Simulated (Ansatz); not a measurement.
# Phonons of CaPd (Pm-3m) against volume

Aim: how the phonons of CaPd (Pm-3m) shift with volume, and the thermal expansion that follows.

Calculated with Ansatz 0.2.0; DFT PBEsol, scalar-relativistic, plane waves, PAW; PAW set soft_1.

Report form: inputs, costs, results and the conclusion, without the logs.

### Step 1. The structure

Symmetry: Pm-3m, No. 221, cubic system. The conventional cell has a = 3.468 Å, b = 3.468 Å, c = 3.468 Å, α = 90.00°, β = 90.00°, γ = 90.00°. Nearest to Ca lie 8 Pd at 3.00 Å. Pd has 8 Ca at 3.00 Å nearest. Farther neighbours, and contacts between anions beyond the nearest, are not listed.

### Step 2. The dispersion

Stability and thermal properties need the whole zone. Linear response on a 4×4×4 q mesh gives force constants as far as a supercell of that size would.

Input file input.yaml:

```yaml
crystal:
  lattice:
    - [3.4682469573, 0.0, 0.0]
    - [0.0, 3.4682469573, 0.0]
    - [0.0, 0.0, 3.4682469573]
  atoms:
    - { symbol: Ca, position: [0.0, 0.0, 0.0] }
    - { symbol: Pd, position: [0.5, 0.5, 0.5] }
kpoints:
  mp_grid: { grid: [12, 12, 12] }
hamiltonian:
  xc: pbesol
  pseudopotentials: { kind: paw, azcp: { folder: soft_1 }, xc_functional: pbe }
scf:
  occupations: { method: methfessel_paxton, width: 0.2 }
output:
  eigenvalues: true
phonons:
  method: dfpt
  qmesh: [4, 4, 4]
  temperatures: { t_max: 1000, t_step: 50 }
  qpath:
    path:
      - [[0.0, 0.0, 0.0], [0.0, 0.5, 0.0], [0.5, 0.5, 0.0], [0.0, 0.0, 0.0], [0.5, 0.5, 0.5], [0.0, 0.5, 0.0]]
      - [[0.5, 0.5, 0.5], [0.5, 0.5, 0.0]]
    npoints: 10
```

Started as:

```bash
$ ansatz run input.yaml --threads 4 --pin off --max-ram 10240MiB --backend cpu --events-out ev --progress --plain --runs-dir out
```

Elapsed: 4.5 min, on 4 threads of Arm Neoverse V2, shared host; peak memory 2 GiB; 17 min of CPU time.

Numbers from this step:

```yaml
volume_per_atom: 20.86 Å³
gap_on_the_k_mesh: 0 eV
sum_rule_residual_before_enforcement: 5.91e-5 eV/Å²
lowest_frequency_on_the_path: 0 cm⁻¹
point_group: m-3m
highest_frequency_on_path_mesh_or_solved_points: 237.1 cm⁻¹
mean_frequency: 122.8 cm⁻¹
debye_temperature_second_moment: 255 K
logarithmic_mean_frequency: 106.1 cm⁻¹
highest_optical_mode_at_the_zone_centre_no_lo_to_term: 160.8 cm⁻¹
lowest_optical_zone_centre_mode: 160.8 cm⁻¹
lowest_mode_on_the_q_mesh_acoustic_modes_at_gamma_apart: 35.86 cm⁻¹
zero_point_energy_per_atom: 22.84 meV
heat_capacity_at_300_k: 24.07 J/(mol atoms K)
vibrational_entropy_at_300_k: 42.23 J/(mol atoms K)
edges_of_the_widest_gap_between_branches_on_path_and_mesh: 96.7, 117.3 cm⁻¹
```

Frequencies (cm⁻¹) solved at each irreducible wavevector; negative means imaginary. Frequencies by wavevector, by row:

| q in reciprocal lattice units | star | mode 1 | mode 2 | mode 3 | mode 4 | mode 5 | mode 6 |
| --- | --- | --- | --- | --- | --- | --- | --- |
| 0 0 0 | 1 | 0 | 0 | 0 | 160.8 | 160.8 | 160.8 |
| 0 0 0.25 | 6 | 53.9 | 53.9 | 64.9 | 147.9 | 147.9 | 201.5 |
| 0 0 -0.5 | 3 | 76.5 | 91.3 | 91.3 | 124.7 | 124.7 | 237.1 |
| 0 0.25 0.25 | 12 | 35.9 | 71.4 | 83 | 138.1 | 187.4 | 188.3 |
| 0 0.25 -0.5 | 12 | 53.2 | 67.5 | 94.1 | 121.6 | 177.3 | 224.2 |
| 0 -0.5 -0.5 | 3 | 40.5 | 40.5 | 96.7 | 117.3 | 212 | 212 |
| 0.25 0.25 0.25 | 8 | 58.7 | 58.7 | 81.8 | 181.3 | 181.3 | 181.7 |
| 0.25 0.25 -0.5 | 12 | 54.7 | 71 | 78.4 | 174.2 | 176.6 | 218.1 |
| 0.25 -0.5 -0.5 | 6 | 58.1 | 58.1 | 81.7 | 176.3 | 213.7 | 213.7 |
| -0.5 -0.5 -0.5 | 1 | 71.5 | 71.5 | 71.5 | 217.5 | 217.5 | 217.5 |

Symmetry leaves 10 wavevectors to solve. The lowest mode among them, the acoustic zeros apart, lies at q = (0, 0.25, 0.25) and is real, 35.9 cm⁻¹.

### Step 3. Relaxing at another volume, volume ratio 0.97

The volume is scaled by 0.97 and held; symmetry leaves nothing to relax, so this is a single point. The modes can then be followed against volume.

input.yaml, the sections that differ from step 2:

```yaml
crystal:
  lattice:
    - [3.4332117644, 0.0, 0.0]
    - [0.0, 3.4332117644, 0.0]
    - [0.0, 0.0, 3.4332117644]
  atoms:
    - { symbol: Ca, position: [0.0, 0.0, 0.0] }
    - { symbol: Pd, position: [0.5, 0.5, 0.5] }
output:
  forces: true
  stress: true
  eigenvalues: true
  write_density: true
  write_potential: true
  elf: true
  volumetric_format: npy
# kpoints, hamiltonian, scf: as in step 2
# phonons: removed
```

The job ended after 1.5 s (4 threads; peak memory 0.35 GiB).

Numbers from this step:

- pressure: 2.082 GPa
- volume per atom: 20.23 Å³

ELF in the ac plane at fractional y = 0.000, with atoms of Ca within 0.2 Å of it. It is the smooth field of the valence electrons, not physical close to the nuclei.

Values, 14 rows by 14 columns, each cell a mean:
```
0.80 0.83 0.84 0.71 0.27 0.06 0.07 0.10 0.06 0.07 0.38 0.77 0.85 0.82
0.84 0.84 0.80 0.55 0.16 0.06 0.11 0.15 0.10 0.06 0.23 0.64 0.82 0.85
0.80 0.76 0.60 0.27 0.08 0.10 0.18 0.22 0.16 0.09 0.11 0.35 0.64 0.77
0.43 0.35 0.20 0.09 0.10 0.17 0.25 0.28 0.24 0.16 0.09 0.11 0.23 0.38
0.08 0.07 0.06 0.10 0.18 0.25 0.28 0.29 0.28 0.24 0.16 0.09 0.06 0.07
0.05 0.07 0.10 0.18 0.25 0.28 0.29 0.29 0.29 0.28 0.24 0.16 0.10 0.06
0.08 0.10 0.16 0.24 0.28 0.29 0.29 0.28 0.29 0.29 0.28 0.22 0.15 0.10
0.06 0.07 0.12 0.20 0.26 0.29 0.29 0.29 0.29 0.28 0.25 0.18 0.11 0.07
0.07 0.06 0.07 0.11 0.19 0.26 0.29 0.29 0.28 0.25 0.17 0.10 0.06 0.06
0.32 0.25 0.14 0.08 0.11 0.19 0.26 0.28 0.25 0.18 0.10 0.08 0.16 0.27
0.75 0.69 0.50 0.20 0.08 0.11 0.20 0.24 0.18 0.10 0.09 0.27 0.55 0.71
0.84 0.84 0.79 0.50 0.14 0.07 0.12 0.16 0.10 0.06 0.20 0.60 0.80 0.84
0.81 0.84 0.84 0.69 0.25 0.06 0.07 0.10 0.07 0.07 0.35 0.76 0.84 0.83
0.76 0.81 0.84 0.75 0.32 0.07 0.06 0.08 0.05 0.08 0.43 0.80 0.84 0.80
```
Columns run along a (3.4 Å), rows up along c (3.4 Å). Atoms in or near the plane, at fractional coordinates: Ca at (0.00, 0.00).

Valence density in the ac plane at fractional y = 0.000, with atoms of Ca within 0.2 Å of it. It is the smooth field of the valence electrons, not physical close to the nuclei.

Values in e/Å³, 14 rows by 14 columns, each cell a mean:
```
6.1 5.1 3.1 1.2 0.3 0.1 0.1 0.1 0.1 0.1 0.4 1.6 3.5 5.4
4.1 3.3 1.9 0.7 0.2 0.1 0.1 0.1 0.1 0.1 0.3 1.0 2.2 3.5
1.8 1.5 0.8 0.3 0.1 0.1 0.1 0.1 0.1 0.1 0.2 0.4 1.0 1.6
0.5 0.4 0.3 0.2 0.1 0.1 0.1 0.1 0.1 0.1 0.1 0.2 0.3 0.4
0.1 0.1 0.1 0.1 0.1 0.1 0.1 0.1 0.1 0.1 0.1 0.1 0.1 0.1
0.1 0.1 0.1 0.1 0.1 0.1 0.1 0.1 0.1 0.1 0.1 0.1 0.1 0.1
0.1 0.1 0.1 0.1 0.1 0.1 0.1 0.1 0.1 0.1 0.1 0.1 0.1 0.1
0.1 0.1 0.1 0.1 0.1 0.1 0.1 0.1 0.1 0.1 0.1 0.1 0.1 0.1
0.1 0.1 0.1 0.1 0.1 0.1 0.1 0.1 0.1 0.1 0.1 0.1 0.1 0.1
0.4 0.3 0.2 0.1 0.1 0.1 0.1 0.1 0.1 0.1 0.1 0.1 0.2 0.3
1.4 1.1 0.6 0.3 0.1 0.1 0.1 0.1 0.1 0.1 0.2 0.3 0.7 1.2
3.6 2.9 1.7 0.6 0.2 0.1 0.1 0.1 0.1 0.1 0.3 0.8 1.9 3.1
5.7 4.8 2.9 1.1 0.3 0.1 0.1 0.1 0.1 0.1 0.4 1.5 3.3 5.1
6.7 5.7 3.6 1.4 0.4 0.1 0.1 0.1 0.1 0.1 0.5 1.8 4.1 6.1
```
Columns run along a (3.4 Å), rows up along c (3.4 Å). Atoms in or near the plane, at fractional coordinates: Ca at (0.00, 0.00).

Electrostatic potential energy in the ac plane at fractional y = 0.000, with atoms of Ca within 0.2 Å of it. With pseudopotentials it is smooth inside the atoms' cores, unlike the true potential.

Ten even steps from '_' (-52 eV) to '@' (16 eV), each cell a mean:
```
____::**%%@@@@@@@@@@##++::__
..::==##%%@@@@@@@@@@%%**==::
==++##%%@@@@@@@@@@@@%%%%**++
##%%%%@@@@@@@@@@@@@@@@%%%%##
%%@@@@@@@@@@@@@@@@@@@@@@@@@@
@@@@@@@@@@@@@@@@@@@@@@@@@@@@
@@@@@@@@@@@@@@@@@@@@@@@@@@@@
@@@@@@@@@@@@@@@@@@@@@@@@@@@@
@@@@@@@@@@@@@@@@@@@@@@@@@@@@
%%%%%%@@@@@@@@@@@@@@@@@@%%%%
++**##%%@@@@@@@@@@@@@@%%##**
::--++##%%@@@@@@@@@@%%##==::
____--**%%@@@@@@@@@@%%++::__
____::++%%@@@@@@@@%%##==..__
```
Columns run along a (3.4 Å; values clipped at the 3rd and 97th percentile), rows up along c (3.4 Å). Atoms in or near the plane, at fractional coordinates: Ca at (0.00, 0.00).

### Step 4. Phonons at the other volume, volume ratio 0.97

The phonons are repeated at this volume on the same meshes, so that differences come from the volume alone.

input.yaml, the sections that differ from step 3:

```yaml
output:
  eigenvalues: true
phonons:
  method: dfpt
  qmesh: [4, 4, 4]
  temperatures: { t_max: 1000, t_step: 50 }
  qpath:
    path:
      - [[0.0, 0.0, 0.0], [0.0, 0.5, 0.0], [0.5, 0.5, 0.0], [0.0, 0.0, 0.0], [0.5, 0.5, 0.5], [0.0, 0.5, 0.0]]
      - [[0.5, 0.5, 0.5], [0.5, 0.5, 0.0]]
    npoints: 10
# crystal, kpoints, hamiltonian, scf: as in step 3
```

The job ended after 4.6 min (4 threads; peak memory 2 GiB; 18 min of CPU time).

Numbers from this step:

| Item | Value |
| --- | --- |
| sum-rule residual before enforcement | 3.41e-5 eV/Å² |
| highest frequency on path, mesh or solved points | 245.5 cm⁻¹ |
| mean frequency | 129 cm⁻¹ |
| Debye temperature (second moment) | 268 K |
| logarithmic mean frequency | 111.7 cm⁻¹ |
| highest optical mode at the zone centre (no LO-TO term) | 170.0 cm⁻¹ |
| lowest optical zone-centre mode | 170.0 cm⁻¹ |
| lowest mode on the q mesh (acoustic modes at Γ apart) | 36.25 cm⁻¹ |
| zero-point energy per atom | 23.99 meV |
| heat capacity at 300 K | 23.99 J/(mol atoms K) |
| vibrational entropy at 300 K | 41.01 J/(mol atoms K) |
| edges of the widest gap between branches, on path and mesh | 101.2, 124.6 cm⁻¹ |

Frequencies (cm⁻¹) solved at each irreducible wavevector; negative means imaginary. Frequencies by wavevector, by row:

| q in reciprocal lattice units | star | mode 1 | mode 2 | mode 3 | mode 4 | mode 5 | mode 6 |
| --- | --- | --- | --- | --- | --- | --- | --- |
| 0 0 0 | 1 | 0 | 0 | 0 | 170 | 170 | 170 |
| 0 0 0.25 | 6 | 56.6 | 56.6 | 68.9 | 156.2 | 156.2 | 210 |
| 0 0 -0.5 | 3 | 82.2 | 96 | 96 | 131.5 | 131.5 | 245.5 |
| 0 0.25 0.25 | 12 | 36.2 | 75 | 88 | 145.9 | 196.2 | 197.4 |
| 0 0.25 -0.5 | 12 | 56.1 | 71 | 98.8 | 128.7 | 186.5 | 233.9 |
| 0 -0.5 -0.5 | 3 | 42.5 | 42.5 | 101.2 | 124.6 | 222.4 | 222.4 |
| 0.25 0.25 0.25 | 8 | 61.9 | 61.9 | 85.8 | 190.1 | 190.1 | 190.8 |
| 0.25 0.25 -0.5 | 12 | 58.3 | 74.3 | 84.3 | 181.1 | 186.2 | 227.7 |
| 0.25 -0.5 -0.5 | 6 | 63 | 63 | 87.3 | 183.6 | 222.8 | 222.8 |
| -0.5 -0.5 -0.5 | 1 | 78.5 | 78.5 | 78.5 | 225 | 225 | 225 |

The highest optical mode at the zone centre (no LO-TO term) is 170.0 cm⁻¹, +9.3 cm⁻¹ against the base run.

### Step 5. Relaxing at another volume, volume ratio 1.03

The volume is scaled by 1.03 and held; symmetry leaves nothing to relax, so this is a single point. The modes can then be followed against volume.

input.yaml, the sections that differ from step 4:

```yaml
crystal:
  lattice:
    - [3.5025882695, 0.0, 0.0]
    - [0.0, 3.5025882695, 0.0]
    - [0.0, 0.0, 3.5025882695]
  atoms:
    - { symbol: Ca, position: [0.0, 0.0, 0.0] }
    - { symbol: Pd, position: [0.5, 0.5, 0.5] }
output:
  forces: true
  stress: true
  eigenvalues: true
# kpoints, hamiltonian, scf: as in step 4
# phonons: removed
```

Wall time 1.2 s (4 threads); peak memory 0.35 GiB.

Numbers from this step:

| Property | Result |
| --- | --- |
| pressure | -1.771 GPa |
| volume per atom | 21.49 Å³ |

The run ends at a pressure of -1.77 GPa.

### Step 6. Phonons at the other volume, volume ratio 1.03

Changes to input.yaml since step 5:

```diff
@@ -16,4 +16,11 @@
 output:
-  forces: true
-  stress: true
   eigenvalues: true
+phonons:
+  method: dfpt
+  qmesh: [4, 4, 4]
+  temperatures: { t_max: 1000, t_step: 50 }
+  qpath:
+    path:
+      - [[0.0, 0.0, 0.0], [0.0, 0.5, 0.0], [0.5, 0.5, 0.0], [0.0, 0.0, 0.0], [0.5, 0.5, 0.5], [0.0, 0.5, 0.0]]
+      - [[0.5, 0.5, 0.5], [0.5, 0.5, 0.0]]
+    npoints: 10
```

The job ended after 4.7 min (4 threads; peak memory 2 GiB).

This step gave:

| Property | Result |
| --- | --- |
| sum-rule residual before enforcement | 4.87e-5 eV/Å² |
| highest frequency on path, mesh or solved points | 228.9 cm⁻¹ |
| mean frequency | 116.9 cm⁻¹ |
| Debye temperature (second moment) | 244 K |
| logarithmic mean frequency | 100.8 cm⁻¹ |
| highest optical mode at the zone centre (no LO-TO term) | 151.8 cm⁻¹ |
| lowest optical zone-centre mode | 151.8 cm⁻¹ |
| lowest mode on the q mesh (acoustic modes at Γ apart) | 35.28 cm⁻¹ |
| zero-point energy per atom | 21.73 meV |
| heat capacity at 300 K | 24.15 J/(mol atoms K) |
| vibrational entropy at 300 K | 43.49 J/(mol atoms K) |
| edges of the widest gap between branches, on path and mesh | 92.3, 110.2 cm⁻¹ |

The highest optical mode at the zone centre (no LO-TO term) is 151.8 cm⁻¹, -8.9 cm⁻¹ against the base run.

### Step 7. Grüneisen parameters

The Grüneisen parameter of a mode is minus the logarithmic change of its frequency with volume, −d ln ω / d ln V; weighted by heat capacity it gives the expansion.

This step gave:

* bulk modulus: 64.2 GPa

The phonon branches at the labelled points (cm⁻¹):

| point | branch 1 | branch 2 | branch 3 | branch 4 | branch 5 | branch 6 |
| --- | --- | --- | --- | --- | --- | --- |
| Γ | 0 | 0 | 0 | 161 | 161 | 161 |
| halfway | 54 | 54 | 65 | 148 | 148 | 202 |
| X | 76 | 91 | 91 | 125 | 125 | 237 |
| halfway | 53 | 68 | 94 | 122 | 177 | 224 |
| M | 40 | 40 | 97 | 117 | 212 | 212 |
| halfway | 36 | 71 | 83 | 138 | 187 | 188 |
| Γ | 0 | 0 | 0 | 161 | 161 | 161 |
| halfway | 59 | 59 | 82 | 181 | 181 | 182 |
| R | 72 | 72 | 72 | 218 | 218 | 218 |
| halfway | 55 | 71 | 78 | 174 | 177 | 218 |
| X | 76 | 91 | 91 | 125 | 125 | 237 |
| jump to R | 72 | 72 | 72 | 218 | 218 | 218 |
| halfway | 58 | 58 | 82 | 176 | 214 | 214 |
| M | 40 | 40 | 97 | 117 | 212 | 212 |

The same for volume x 0.97:

| point | branch 1 | branch 2 | branch 3 | branch 4 | branch 5 | branch 6 |
| --- | --- | --- | --- | --- | --- | --- |
| Γ | 0 | 0 | 0 | 170 | 170 | 170 |
| X | 82 | 96 | 96 | 132 | 132 | 246 |
| M | 42 | 42 | 101 | 125 | 222 | 222 |
| Γ | 0 | 0 | 0 | 170 | 170 | 170 |
| R | 78 | 78 | 78 | 225 | 225 | 225 |
| X | 82 | 96 | 96 | 132 | 132 | 246 |
| R | 78 | 78 | 78 | 225 | 225 | 225 |
| M | 42 | 42 | 101 | 125 | 222 | 222 |

The same for volume x 1.03:

| point | branch 1 | branch 2 | branch 3 | branch 4 | branch 5 | branch 6 |
| --- | --- | --- | --- | --- | --- | --- |
| Γ | 0 | 0 | 0 | 152 | 152 | 152 |
| X | 71 | 87 | 87 | 118 | 118 | 229 |
| M | 38 | 38 | 92 | 110 | 202 | 202 |
| Γ | 0 | 0 | 0 | 152 | 152 | 152 |
| R | 65 | 65 | 65 | 210 | 210 | 210 |
| X | 71 | 87 | 87 | 118 | 118 | 229 |
| R | 65 | 65 | 65 | 210 | 210 | 210 |
| M | 38 | 38 | 92 | 110 | 202 | 202 |

Mode Grueneisen parameter -dln(w)/dln(V), modes matched by rank; at Γ the acoustic branches take the value of a neighbouring point of the path. The mode Grüneisen parameters at the labelled points ():

| point | branch 1 | branch 2 | branch 3 | branch 4 | branch 5 | branch 6 |
| --- | --- | --- | --- | --- | --- | --- |
| Γ | 1.53 | 1.53 | 1.36 | 1.89 | 1.89 | 1.89 |
| halfway | 1.64 | 1.64 | 2.00 | 1.85 | 1.85 | 1.39 |
| X | 2.39 | 1.68 | 1.68 | 1.79 | 1.79 | 1.17 |
| halfway | 1.88 | 1.73 | 1.61 | 1.90 | 1.69 | 1.41 |
| M | 1.82 | 1.82 | 1.53 | 2.05 | 1.59 | 1.59 |
| halfway | 0.47 | 1.66 | 1.97 | 1.86 | 1.64 | 1.48 |
| Γ | -0.27 | 1.63 | 1.77 | 1.89 | 1.89 | 1.89 |
| halfway | 1.82 | 1.82 | 1.59 | 1.58 | 1.58 | 1.62 |
| R | 3.22 | 3.22 | 3.22 | 1.13 | 1.13 | 1.13 |
| halfway | 2.16 | 1.57 | 2.44 | 1.30 | 1.75 | 1.43 |
| X | 2.39 | 1.68 | 1.68 | 1.79 | 1.79 | 1.17 |
| jump to R | 3.22 | 3.22 | 3.22 | 1.13 | 1.13 | 1.13 |
| halfway | 2.82 | 2.82 | 2.26 | 1.35 | 1.38 | 1.38 |
| M | 1.82 | 1.82 | 1.53 | 2.05 | 1.59 | 1.59 |

(dS/dlnV)/C_V. Thermodynamic Grueneisen parameter against temperature:

| temperature (K) | thermodynamic Grueneisen parameter |
| --- | --- |
| 50 | 1.79 |
| 100 | 1.75 |
| 150 | 1.73 |
| 200 | 1.72 |
| 250 | 1.72 |
| 300 | 1.72 |
| 350 | 1.72 |
| 400 | 1.72 |
| 450 | 1.72 |
| 500 | 1.72 |
| 550 | 1.72 |
| 600 | 1.72 |
| 650 | 1.72 |
| 700 | 1.72 |
| 750 | 1.72 |
| 800 | 1.72 |
| 850 | 1.71 |
| 900 | 1.71 |
| 950 | 1.71 |
| 1000 | 1.71 |

Gamma C_V/(B V) at the static volume. Volume expansion against temperature:

| temperature (K) | volume expansion (1e-6/K) |
| --- | --- |
| 50 | 25.4 |
| 100 | 41.0 |
| 150 | 46.8 |
| 200 | 49.3 |
| 250 | 50.6 |
| 300 | 51.3 |
| 350 | 51.7 |
| 400 | 52.0 |
| 450 | 52.2 |
| 500 | 52.4 |
| 550 | 52.5 |
| 600 | 52.6 |
| 650 | 52.6 |
| 700 | 52.7 |
| 750 | 52.7 |
| 800 | 52.8 |
| 850 | 52.8 |
| 900 | 52.8 |
| 950 | 52.8 |
| 1000 | 52.9 |

### Step 8. Results

```json
{"bulk modulus": "64.2 GPa", "thermodynamic Grüneisen parameter at 300 K": "1.718", "volume expansion at 300 K, estimated": "51.28 × 10⁻⁶ K⁻¹"}
```

What this shows: By this estimate the volume grows by 51.3 × 10⁻⁶ per kelvin at 300 K. The highest optical mode at Γ goes from 170 to 152 cm⁻¹ as the cell grows, a Grüneisen parameter of 1.89. Mode parameters on the path run from -0.27 to 3.2, with a median of 1.7. Modes with negative values stiffen as the cell grows and pull against the expansion. Branches are matched by rank, so values near crossings are rough. The expansion is the Grüneisen estimate at the static volume, with the static bulk modulus. With no gap, or one that is small against the smearing, the frequencies hang on the k mesh and the smearing, most of all near Kohn anomalies. The PAW files were made for PBE and serve the other functionals too. A phonon run warned that its eigensolver left some bands unconverged in a pass.

[Long decimals in the printed logs are rounded to 6 places.]

[Logs are printed without paths, hosts, clocks, repeated set-up lines and the standing remarks that a program may print on its own settings, such as how far it seeks lower states.]

[Hosts, paths, dates, database ids (printed as entryN), source tags and the programs' standing remarks are cut or masked in the printed files.]

[Where the starting crystal was built by hand or by swapping elements, it need not be the compound's stable phase.]
